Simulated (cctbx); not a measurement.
# Absolute structure of AlTc

Space group P-6m2 (no. 187), a = 3.3000 Å, b = 3.3000 Å, c = 3.3840 Å, α = 90.00°, β = 90.00°, γ = 120.00°.

| atom | mult. | x | y | z | Ueq (Å²) |
| --- | --- | --- | --- | --- | --- |
| Tc1 | 1 | 0 | 0 | 0 | 0.0072 |
| Al1 | 1 | 1/3 | 2/3 | 1/2 | 0.0114 |

The model is made up (kin elements in a known structure type, no relaxation), so it says nothing on whether the phase exists.

Data sets are simulated with cctbx and refined with Bijvoet mates kept apart; Flack x is then fitted as the share of an inverted twin with the atoms fixed, Hooft y from the Bijvoet differences. The group is acentric but holds improper operations, so there is an absolute structure (orientation) and no hand.

Untwinned crystal. What Flack and Hooft values should come out?

```csv
λ (Å),extinction (unmodelled),d min (Å),top counts,error (%),model,R1,Flack x,s.u.,Hooft y,s.u.,pairs
0.71073,0,0.77,70000,2,as given,0.0037,0.04,0.07,0.052,0.070,18
0.71073,0,0.77,70000,2,inverted,0.0084,0.97,0.07,0.949,0.070,18
1.54184,0,0.83,70000,6,as given,0.0121,-0.06,0.08,-0.076,0.077,14
```

With Mo Kα, x is within 3 s.u. of 0, so the absolute structure is right, though an s.u. above 0.04 can't exclude a small twin share. With Cu Kα, x is within 3 s.u. of 0, so the absolute structure is right, though an s.u. above 0.04 can't exclude a small twin share. Inverting the model turns x into about 1 − x.

[Logs are printed without paths, hosts, clocks, repeated set-up lines and the standing remarks that a program may print on its own settings, such as how far it seeks lower states.]
